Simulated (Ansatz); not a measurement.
# BiN (model cell, started as zinc blende): from the cell to its phonons, part 2 of 2

Aim: the phonons of BiN (model cell, started as zinc blende) at a cell relaxed beforehand at this level. After the zone centre comes a 4×4×4 q mesh on a 16×16×16 k mesh.

Ansatz 0.2.0; DFT PBEsol, scalar-relativistic, plane waves, PAW.

So far. Step 2 (Linear response at the zone centre): Before it was imposed, the acoustic sum rule was missed by 6.5e-5 eV/Å². Small misses are needed for a sound result but don't prove that mesh and cutoff are converged. The lowest optical mode is real, 310 cm⁻¹.

The structure was built from a prototype and need not be the compound's stable phase.

## (3) Phonons on a q mesh

Stability and thermal properties need the whole zone. Linear response on a 4×4×4 q mesh gives force constants as far as a supercell of that size would.

File input.yaml:

```yaml
crystal:
  lattice:
    - [0.0, 2.7401716009, 2.7401716009]
    - [2.7401716009, 0.0, 2.7401716009]
    - [2.7401716009, 2.7401716009, 0.0]
  atoms:
    - { symbol: Bi, position: [0.0, 0.0, 0.0] }
    - { symbol: "N", position: [0.25, 0.25, 0.25] }
kpoints:
  mp_grid: { grid: [16, 16, 16] }
hamiltonian:
  xc: pbesol
scf:
  occupations: { method: methfessel_paxton, width: 0.2 }
output:
  eigenvalues: true
phonons:
  method: dfpt
  qmesh: [4, 4, 4]
  temperatures: { t_max: 1000, t_step: 50 }
  qpath:
    path:
      - [[0.0, 0.0, 0.0], [-0.5, -0.5, 0.0], [-0.375, -0.375, 0.25]]
      - [[-0.375, 0.0, 0.375], [0.0, 0.0, 0.0], [0.0, 0.0, 0.5], [-0.5, -0.25, 0.25], [-0.5, -0.5, 0.0]]
    npoints: 10
```

Run with:

```sh
$ ansatz run input.yaml --threads 4 --pin off --max-ram 7168MiB --backend cpu --events-out ev --progress --plain --runs-dir out
```

Numbers of over 12 decimals in the logs are rounded to 6 here.

The log of the run:

```text
Warning: phonons: the dynamical matrix that this run interpolates holds no multipole term above the dipole-dipole one, and a site of this crystal is no centre of inversion, so its interpolated transverse optical and acoustic branches and sound speeds can stay off near Gamma, and the density of states and the thermodynamics with them. What a run solves at a wave vector of phonons.qpoints, Gamma apart, where the deck admits one, is free of this, and under fd what a larger phonons.supercell samples
[...]
Crystal: 2 atoms, lattice volume = 41.149 Å³
Basis set: ecut = 420 eV, 821 PW (Γ), exchange–correlation on 54×54×54 points (8 copies of the dense FFT grid, shifted against one another)
Bands: 14, of which v1, the nominal top of the filled ones, is band 10 counted from 1 (9 counted from 0)
Symmetry: 24 space group operations
k-points: 145 of 4096 (time reversal used)
[...]
SCF iter   1: F=—  HF=-12618.913948 eV  |F-HF|=—  |Δ(HF+E_count)|=         —  Δρ=1.81e-2  dr2=1.86e-1  ethr=1.77e-3  ⟨swp⟩=5.0  Hψ=9508  notcnv=0
[...]
SCF iter   9: F=-12618.881265 eV  HF=-12618.881265 eV  |F-HF|=1.27e-11  |Δ(HF+E_count)|=  1.09e-10  S|Δr|=    0.00e0  Δρ=1.16e-7  dr2=6.05e-12  ethr=1.00e-12  ⟨swp⟩=5.0  Hψ=10951  notcnv=0
SCF 1 converged in 9 iterations: F = -12618.881265 eV  dr2 = 6.05e-12
[...]
iter 1 solved again at ethr=8.67e-7 eV; its pass at ethr=3.10e-3 eV (dr2=1.73e-4 eV) is discarded
SCF iter   1: F=—  HF=-12618.881265 eV  |F-HF|=—  |Δ(HF+E_count)|=         —  Δρ=4.29e-6  dr2=3.82e-9  ethr=8.67e-7  ⟨swp⟩=3.2  Hψ=15337  notcnv=0
eigensolver tolerance schedule: the retry pair's looser diagonalisation over-reported the residual by 45450.04 of it (diagonalisation noise at an unbounded share of the residual, at the tolerance the schedule requests for it); recorded, not acted on — ethr = c·dr2/N_el stays at c = 1.0e-1
[...]
SCF iter   2: F=—  HF=-12618.881265 eV  |F-HF|=—  |Δ(HF+E_count)|=   5.77e-7  S|Δr|=    0.00e0  Δρ=2.63e-6  dr2=1.91e-9  ethr=1.91e-11  ⟨swp⟩=3.8  Hψ=5256  notcnv=0
[...]
SCF iter   7: F=-12618.881265 eV  HF=-12618.881265 eV  |F-HF|=9.09e-12  |Δ(HF+E_count)|=  9.09e-12  S|Δr|=    0.00e0  Δρ=8.91e-8  dr2=1.73e-12  ethr=1.00e-12  ⟨swp⟩=3.0  Hψ=4399  notcnv=0
SCF 2 converged in 7 iterations: F = -12618.881265 eV  dr2 = 1.73e-12
phonons: the bands overlap, so this run is a metal and interpolates without the dipole-dipole term. If the crystal is really an insulator or semiconductor, its LO-TO splitting is missing
NSCF: frozen V_eff on 145 k-points
[...]
DFPT response loops at q = (0, 0, 0) (fractional): preconditioner auto → Kerker (q_TF=auto, 2.419 Å⁻¹) (partly filled bands, converged f_vac=0.011); β = 1.00, the filter's whole step (`scf.mixing.beta` (0.50) is not read by the response loops under this deck's `scf.mixing.preconditioner`; to damp them name `kerker` or `kerker_dos`, under which they read `scf.mixing.beta`, and type it under 1.00, their step now; both keys bind the ground state too); Broyden in place of MSR1
[...]
SCF converged after 9 iterations
[...]
Free energy (F): -12618.881265 eV
[...]
Internal energy: -12618.880265 eV  (E = F + TS)
E sigma→0 (E₀):  -12618.881015 eV
Entropy (-TS):   -0.000999 eV (-0.500 meV/atom)
Fermi energy:    9.981247 eV
[...]
--- Band table (eV; the first three rows and the last of 145) ---
  k-point 0: bands = [... 6 lower, 2.9452, 7.8293, 7.8293, 7.8293, 13.0047, 13.0047, 13.0047, 16.2383]
  k-point 1: bands = [... 6 lower, 2.8401, 7.7891, 7.7891, 7.8242, 12.7679, 13.0553, 13.0553, 16.6457]
  k-point 2: bands = [... 6 lower, 2.5381, 7.6794, 7.6794, 7.7854, 12.3700, 13.1891, 13.1891, 17.4576]
  k-point 144: bands = [... 6 lower, -0.8705, 5.0451, 5.2476, 10.3284, 11.9228, 12.3407, 15.3723, 16.8137]
--- Phonons (Γ-DFPT): 2 representative perturbations + reference (Σ response iterations 6) ---
  ASR residual: 6.961e-5 → 0.000e0 eV/Å²; symmetrization residual: 6.999e-7 eV/Å²
  ASR residual per site (eV/Å²): 1.09e-5 6.96e-5
  Γ frequencies (cm⁻¹): 0.00 0.00 0.00 309.70 309.70 309.70
--- Phonons (arbitrary-q DFPT): 8 irreducible q on the 4×4×4 mesh ---
  q = [0.0000, 0.0000, 0.0000] (star 1, of the zone-centre solve; hermiticity 3.02e-7, symmetrization 1.25e-12): -0.00 0.00 0.00 309.70 309.70 309.70
  q = [0.0000, 0.0000, 0.2500] (star 8, 2 solved perturbations on 2176 of 4096 k-point pairs; hermiticity 2.86e-7, symmetrization 4.78e-13): -12.96 -12.96 62.11 248.86 292.08 292.08
[...]
q = [0.0000, 0.2500, 0.2500] (star 6, 4 solved perturbations in 3616 linear systems a pass and spin channel, the states on 1160 of 4096 k-point pairs; hermiticity 5.50e-7, symmetrization 2.46e-13): -72.69 -72.69 85.05 200.63 200.63 264.04
[...]
sum rule: each row above includes the acoustic sum rule's correction from the zone centre's row sums; it moved no ω² by more than (1.16 cm⁻¹)²
  mesh force constants: q→R imaginary residual 9.88e-19; ASR residual 6.961e-5 → 0.000e0 eV/Å²; symmetrization residual 1.776e-15 eV/Å²
  interpolated dispersion: 62 rows × 6 modes
  density of states and harmonic sums: on the 20×20×20 q-mesh, interpolated from the force constants of a 4×4×4 supercell (no non-analytic term)
  largest difference from the sums on the solved wave vectors: F 1.00e-1 eV, S 1.30e-4 and C_V 2.96e-5 eV/K
  zero-point energy: 0.051731 eV/cell   skipped modes (ω ≤ 0): 332, of them read as no rigid motion or as one in doubt: 329 (1.265e0 modes/cell left out, lowest -107.01 cm⁻¹)   left out of the sums: 2.11e-1 of the cell's modes: C_V's classical limit lies that fraction below 3 k_B per atom; for a crystal, a wire or a layer, F and S can be off by more, and a phonons.interpolated_qmesh denser along its periods is the remedy for the sampling
```

Wall time 8.8 min (4 threads of Arm Neoverse V1, shared host); peak memory 4.5 GiB.

This step gave:

```yaml
sum_rule_residual_before_enforcement: 6.96e-5 eV/Å²
lowest_frequency_on_the_path: -107.0 cm⁻¹
highest_frequency_on_the_path_or_at_a_solved_wavevector: 310.1 cm⁻¹
lowest_mode_on_the_q_mesh_acoustic_modes_at_gamma_apart: -107.0 cm⁻¹
```

Frequencies (cm⁻¹) solved at each irreducible wavevector; negative means imaginary. Frequencies by wavevector, by row:

| q in reciprocal lattice units | star | mode 1 | mode 2 | mode 3 | mode 4 | mode 5 | mode 6 |
| --- | --- | --- | --- | --- | --- | --- | --- |
| 0 0 0 | 1 | 0 | 0 | 0 | 309.7 | 309.7 | 309.7 |
| 0 0 0.25 | 8 | -13 | -13 | 62.1 | 248.9 | 292.1 | 292.1 |
| 0 0 -0.5 | 4 | 33 | 33 | 123.5 | 289.1 | 289.1 | 301.5 |
| 0 0.25 0.25 | 6 | -72.7 | -72.7 | 85 | 200.6 | 200.6 | 264 |
| 0 0.25 -0.5 | 24 | -30.1 | -20.4 | 113.7 | 182.6 | 205.8 | 295.9 |
| 0 0.25 -0.25 | 12 | -27.1 | 22.6 | 103.8 | 205.5 | 275.5 | 285.8 |
| 0 -0.5 -0.5 | 3 | -107 | -107 | 108.9 | 111 | 111 | 272.9 |
| 0.25 -0.5 -0.25 | 6 | -80.1 | 51.5 | 114.5 | 138.2 | 153.4 | 251.5 |

Interpolated from a 4×4×4 q mesh. Phonon branches along the path, in cm⁻¹:

| point | branch 1 | branch 2 | branch 3 | branch 4 | branch 5 | branch 6 |
| --- | --- | --- | --- | --- | --- | --- |
| Γ | 0 | 0 | 0 | 310 | 310 | 310 |
| halfway | -73 | -73 | 85 | 201 | 201 | 264 |
| X | -107 | -107 | 109 | 111 | 111 | 273 |
| halfway | -90 | -84 | 111 | 114 | 123 | 275 |
| U | -37 | -36 | 112 | 136 | 172 | 283 |
| jump to K | -37 | -36 | 112 | 136 | 172 | 283 |
| halfway | -50 | 21 | 81 | 223 | 271 | 293 |
| Γ | 0 | 0 | 0 | 310 | 310 | 310 |
| halfway | -13 | -13 | 62 | 249 | 292 | 292 |
| L | 33 | 33 | 124 | 289 | 289 | 302 |
| halfway | -21 | 46 | 119 | 206 | 244 | 299 |
| W | -80 | 52 | 114 | 138 | 153 | 252 |
| halfway | -87 | -60 | 112 | 123 | 124 | 271 |
| X | -107 | -107 | 109 | 111 | 111 | 273 |

The phonon branches as a text plot (rows in cm⁻¹):

```
    301 |***                    ************    *******
    284 |  **          *********  ***    *  ********   **
    267 |   ***********      ** ****      *   *    ***      *****
    249 |                   *              ***      * *  ***
    232 |    **                 **                   * *
    215 |                  *   *
    197 |      *             **                       * *
    180 |       *         * *                          *
    162 |                * *                            **
    145 |        *      * *                              ****
    128 |         **   ***                      ******      ***
    110 |        **************               **      ***********
     93 |      **              *             *
     75 |    **                 *
     58 |   *                    *          *           ***
     41 |  *                      **       *     *******   *
     23 | *                *******  *     *   ***  ***      *
      6 |*                        ********   *
    -11 | *                * **      *  *****
    -29 |  *              *         *                 *
    -46 |   *            *     *****                   *     *
    -64 |    **         *                               *
    -81 |      **      **                                ******
    -98 |        *******                                      ***
         Γ           X  U|K            Γ         L        W     X
```

The phonon density of states has structure finer than the step of the table below, so its rows give means over 20 cm⁻¹, whole bins alone (the curve runs from -108 to 312 cm⁻¹). Peaks (cm⁻¹: height): -47.5: 0.0196, 32.5: 0.0247, 112.5: 0.0674, 292.5: 0.0376.

Tetrahedra on a 20×20×20 mesh, mean over bins of 5 cm-1. Interpolated from a 4×4×4 q mesh. Table of phonon density of states by wavenumber; means over each step:

| wavenumber (cm⁻¹) | phonon density of states (1/cm⁻¹/cell) |
| --- | --- |
| -80 | 0.0101 |
| -60 | 0.0153 |
| -40 | 0.0183 |
| -20 | 0.0124 |
| 0 | 0.00877 |
| 20 | 0.0154 |
| 40 | 0.0176 |
| 60 | 0.00388 |
| 80 | 0.00470 |
| 100 | 0.0174 |
| 120 | 0.0278 |
| 140 | 0.00882 |
| 160 | 0.0100 |
| 180 | 0.0110 |
| 200 | 0.0124 |
| 220 | 0.0135 |
| 240 | 0.0141 |
| 260 | 0.0167 |
| 280 | 0.0321 |
| 300 | 0.0256 |

Phonopy on the run's constants, 17x17x17 mesh, Gaussian sigma 3.2 cm-1. Interpolated from a 4×4×4 q mesh. The partial phonon density of states by wavenumber; read off at these points; values in 1/cm⁻¹/cell:

| wavenumber (cm⁻¹) | Bi | N |
| --- | --- | --- |
| -110.0 | 5.6e-5 | 2.3e-4 |
| -100.0 | 9.3e-4 | 0.00258 |
| -90.0 | 0.00242 | 0.00401 |
| -80.0 | 0.00511 | 0.00555 |
| -70.0 | 0.00804 | 0.00571 |
| -60.0 | 0.0102 | 0.00506 |
| -50.0 | 0.0123 | 0.00429 |
| -40.0 | 0.0182 | 0.00473 |
| -30.0 | 0.0112 | 0.00252 |
| -20.0 | 0.0145 | 0.00256 |
| -10.0 | 0.00684 | 0.00127 |
| 0.0 | 0.00202 | 2.8e-4 |
| 10.0 | 0.00555 | 7.9e-4 |
| 20.0 | 0.0167 | 0.00216 |
| 30.0 | 0.0216 | 0.00330 |
| 32.5 | 0.0224 | 0.00366 |
| 40.0 | 0.0145 | 0.00250 |
| 50.0 | 0.00868 | 0.00181 |
| 60.0 | 0.00252 | 2.5e-4 |
| 70.0 | 0.00271 | 2.4e-4 |
| 80.0 | 0.00436 | 3.4e-4 |
| 90.0 | 0.00635 | 3.9e-4 |
| 100.0 | 0.0119 | 4.6e-4 |
| 110.0 | 0.0433 | 9.4e-4 |
| 113.9 | 0.0527 | 0.00138 |
| 120.0 | 0.0245 | 0.00174 |
| 130.0 | 0.00430 | 0.00259 |
| 140.0 | 0.00481 | 0.00454 |
| 150.0 | 0.00373 | 0.00483 |
| 160.0 | 0.00413 | 0.00685 |
| 170.0 | 0.00317 | 0.00662 |
| 180.0 | 0.00290 | 0.00762 |
| 190.0 | 0.00273 | 0.00796 |
| 200.0 | 0.00238 | 0.00818 |
| 210.0 | 0.00308 | 0.0128 |
| 220.0 | 0.00223 | 0.0103 |
| 230.0 | 0.00199 | 0.0110 |
| 240.0 | 0.00179 | 0.0115 |
| 250.0 | 0.00175 | 0.0132 |
| 260.0 | 0.00122 | 0.0128 |
| 270.0 | 0.00145 | 0.0243 |
| 280.0 | 0.00130 | 0.0315 |
| 290.0 | 0.00153 | 0.0365 |
| 300.0 | 0.00116 | 0.0261 |
| 310.0 | 2.1e-4 | 0.00762 |
| 320.0 | 0 | 3.0e-5 |
| 330.0 | 0 | 0 |

Second derivatives of the energy by pair, one row for each kind of neighbour of each atom listed. Each entry sums the pair over the periodic images of the supercell that the q mesh stands for, and in a polar crystal it holds the long-range dipole part too. Force constants by pair, by row:

| atom | neighbour | distance (Å) | third of the trace (eV/Å²) | along the pair's line (eV/Å²) |
| --- | --- | --- | --- | --- |
| Bi1 | itself | 0 | 7.256 | – |
| Bi1 | N | 2.373 | -1.238 | -2.667 |
| Bi1 | Bi | 3.875 | -0.1571 | -0.7612 |
| Bi1 | N | 4.544 | 0.0295 | -0.0486 |
| Bi1 | Bi | 5.48 | -0.1463 | -0.1681 |
| Bi1 | N | 5.972 | 3.00e-4 | -0.0561 |
| Bi1 | Bi | 6.712 | -0.0035 | -0.0123 |
| Bi1 | N | 7.119 | 0.0261 | 0.0534 |
| Bi1 | N | 7.119 | -0.0647 | -0.0578 |
| N2 | itself | 0 | 2.689 | – |
| N2 | Bi | 2.373 | -1.238 | -2.667 |
| N2 | N | 3.875 | 0.1467 | 0.0119 |
| N2 | Bi | 4.544 | 0.0295 | -0.0486 |
| N2 | N | 5.48 | -0.2227 | -0.2317 |
| N2 | Bi | 5.972 | 3.00e-4 | -0.0561 |
| N2 | N | 6.712 | 0.0368 | 0.0909 |
| N2 | Bi | 7.119 | 0.0261 | 0.0534 |
| N2 | Bi | 7.119 | -0.0647 | -0.0578 |

Symmetry leaves 8 wavevectors to solve. The lowest mode among them, the acoustic zeros apart, lies at q = (0, -0.5, -0.5) and is imaginary, 107.0i cm⁻¹, so the energy falls along it.

## (4) Another isotope

An isotope changes the mass and not the force constants, so no new electronic calculation is needed; the shifts show which modes move this element.

The same force constants with the mass of N changed from 14.007 to 15.000 u (phonopy, no LO-TO term). Both lists are sorted by frequency; levels can cross, so a row need not hold one and the same mode. Modes under 3 cm⁻¹ are left out. Isotope shifts, by row:

| q | rank | natural mass (cm⁻¹) | changed mass (cm⁻¹) |
| --- | --- | --- | --- |
| 0 0 0 | 4 | 309.7 | 299.9 |
| 0 0 0 | 5 | 309.7 | 299.9 |
| 0 0 0 | 6 | 309.7 | 299.9 |
| 0 0 0.25 | 1 | -12.96 | -12.92 |
| 0 0 0.25 | 2 | -12.96 | -12.92 |
| 0 0 0.25 | 3 | 62.11 | 61.83 |
| 0 0 0.25 | 4 | 248.9 | 241.6 |
| 0 0 0.25 | 5 | 292.1 | 283.1 |
| 0 0 0.25 | 6 | 292.1 | 283.1 |
| 0 0 -0.5 | 1 | 32.99 | 32.89 |
| 0 0 -0.5 | 2 | 32.99 | 32.89 |
| 0 0 -0.5 | 3 | 123.5 | 123.4 |
| 0 0 -0.5 | 4 | 289.1 | 280.1 |
| 0 0 -0.5 | 5 | 289.1 | 280.1 |
| 0 0 -0.5 | 6 | 301.5 | 291.4 |
| 0 0.25 0.25 | 1 | -72.69 | -71.99 |
| 0 0.25 0.25 | 2 | -72.69 | -71.99 |
| 0 0.25 0.25 | 3 | 85.05 | 84.94 |
| 0 0.25 0.25 | 4 | 200.6 | 195.8 |
| 0 0.25 0.25 | 5 | 200.6 | 195.8 |
| 0 0.25 0.25 | 6 | 264 | 255.5 |

A mode of this element alone would shift by -3.37 %. The highest zone-centre frequency without the field goes from 309.7 to 299.9 cm⁻¹ (-3.2 %). The product of the frequency ratios over all optical modes at Γ is 0.908; the product rule, (m/m′)^(3k/2) (M′/M)^(3/2) with k = 1 such atoms and M the mass of the cell, gives 0.908.

## (5) Outcome

```json
{
 "space group (within 0.01 Å)": "F-43m",
 "volume per atom": "20.6 Å³",
 "electronic character": "no gap on this mesh",
 "highest optical mode at the zone centre (no LO-TO term)": "310 cm⁻¹",
 "lowest optical zone-centre mode": "310 cm⁻¹",
 "lowest mode on the q mesh (acoustic modes at Γ apart)": "-107 cm⁻¹",
 "highest frequency on the path or at a solved wavevector": "310 cm⁻¹",
 "imaginary modes on the 4×4×4 q mesh": "yes"
}
```

In words: Modes are clearly imaginary (beyond 10i cm⁻¹) at 6 of the 8 irreducible wavevectors, most at q = (0, -0.5, -0.5) (107.0i cm⁻¹), so this structure is not a minimum of the energy. The optical modes at Γ form one degenerate level at 310 cm⁻¹. The highest mode in this list at Γ, 309.7 cm⁻¹, is mostly motion of N (94 % of the kinetic energy). With no gap, or one that is small against the smearing, the frequencies hang on the k mesh and the smearing, most of all near Kohn anomalies. Spin-orbit coupling is left out, which can matter for the heavy elements here. A phonon run warned that its eigensolver left some bands unconverged in a pass. The starting cell was built on a prototype and not taken from a measurement, so the phase need not exist. These are harmonic frequencies at zero temperature: anharmonic shifts, linewidths and thermal expansion are left out.

[Logs are printed without paths, hosts, clocks, repeated set-up lines and the standing remarks that a program may print on its own settings, such as how far it seeks lower states.]

[Hosts, paths, dates, database ids (printed as entryN), source tags and the programs' standing remarks are cut or masked in the printed files.]
